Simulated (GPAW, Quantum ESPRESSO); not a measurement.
A computed O K-edge spectrum of one site in a crystal of Mo, Na and O, with its zero at a photon energy of about 526.2 eV (raw 535.1 eV, less 8.8 eV of added terms; LDA puts this hole about 4 eV below PBE, itself good to a few eV). Method: GPAW, LDA, excited-electron core hole (neutral cell) in a small cell, dipole transitions, broadening that rises with energy.

Energy from the lowest empty level; intensity scaled to a mean of 1 over the first 20 eV:

```
E (eV)  intensity
 -2.00       0.00
 -1.25       0.00
 -0.50       0.31
  0.25       1.28
  1.00       0.30
  1.75       1.09
  2.50       2.98
  3.25       1.18
  4.00       0.86
  4.75       1.34
  5.50       1.29
  6.25       1.39
  7.00       1.45
  7.75       1.24
  8.50       0.79
  9.25       0.64
 10.00       0.87
 10.75       1.00
 11.50       0.83
 12.25       0.78
 13.00       0.95
 13.75       1.07
 14.50       1.04
 15.25       0.90
 16.00       0.73
 16.75       0.63
 17.50       0.61
 18.25       0.61
 19.00       0.59
 19.75       0.59
 20.50       0.63
 21.25       0.68
 22.00       0.71
 22.75       0.72
 23.50       0.74
 24.25       0.81
 25.00       0.92
 25.75       1.04
 26.50       1.13
 27.25       1.16
 28.00       1.10
 28.75       0.99
 29.50       0.86
 30.25       0.77
 31.00       0.72
 31.75       0.70
```

Q: What surroundings does the absorber have?

A K edge sees empty p states; the first features are O p mixed into the empty d states of the Mo neighbours, and the broad ones above probably into the cations' higher empty bands. It is atom 3 of NaMoO2 (R-3m), with 3 Mo at 2.15 Å and 3 Na at 2.42 Å (distorted octahedral, site symmetry 3m). Its main maxima below 24 eV lie at 0.2 eV (1.31), 2.5 eV (2.98), 6.9 eV (1.46), 10.6 eV (1.00) and 14.0 eV (1.08). A near-edge spectrum doesn't fix the structure by itself; it is matched against candidates. The primitive cell holds an odd number of electrons, so a spin-paired run has to come out metallic; that is right for a metal, but some such compounds are magnetic or distorted insulators. The holes are only 5.5 Å apart, so the shape is probably not converged with cell size; no larger cell was run here. The mesh is coarse (0.30 Å⁻¹ between points), so small maxima may be mesh ripples. Lifetime broadening is put in by hand, and intensities beyond about 20 eV depend on it and on the partial waves; weight that the partial waves miss at high energy is lost. The structure is a computed Materials Project entry and may be a hypothetical form.

[Banner, clock and machine lines of the logs are left out without a mark of their own.]

[Logs are printed without paths, hosts, clocks, repeated set-up lines and the standing remarks that a program may print on its own settings, such as how far it seeks lower states.]

[Hosts, paths, dates, database ids (printed as entryN), source tags and the programs' standing remarks are cut or masked in the printed files.]

[Lists of maxima count a maximum above −3 eV only where it reaches 4 % of the highest in the window and stands out from its surroundings by 2 % of it (1.5 % where it reaches 55 %); shoulders and weaker maxima are passed over, and of the rest the first, up to two pre-edge ones and the few strongest are named.]
